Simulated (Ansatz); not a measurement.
Reflectivity of ZnAu (Pm-3m) at normal incidence (Ansatz, LDA, independent particles, without spin-orbit coupling, line width 0.1 eV (Gaussian), carrier damping 0.05 eV):

| E (eV) | R (%) |
| --- | --- |
| 1.00 | 97.1 |
| 1.25 | 96.2 |
| 1.50 | 92.7 |
| 1.75 | 76.7 |
| 2.00 | 68.3 |
| 2.25 | 67.6 |
| 2.50 | 67.2 |
| 2.75 | 67.8 |
| 3.00 | 74.5 |
| 3.25 | 72.3 |
| 3.50 | 68.2 |
| 3.75 | 61.6 |
| 4.00 | 52.2 |
| 4.25 | 45.7 |
| 4.50 | 43.3 |
| 4.75 | 39.0 |
| 5.00 | 33.8 |

What colour would a polished face show in daylight?

Light grey: CIE x = 0.313, y = 0.326, luminous reflectivity 68 % under D65, from the mean over the axes.
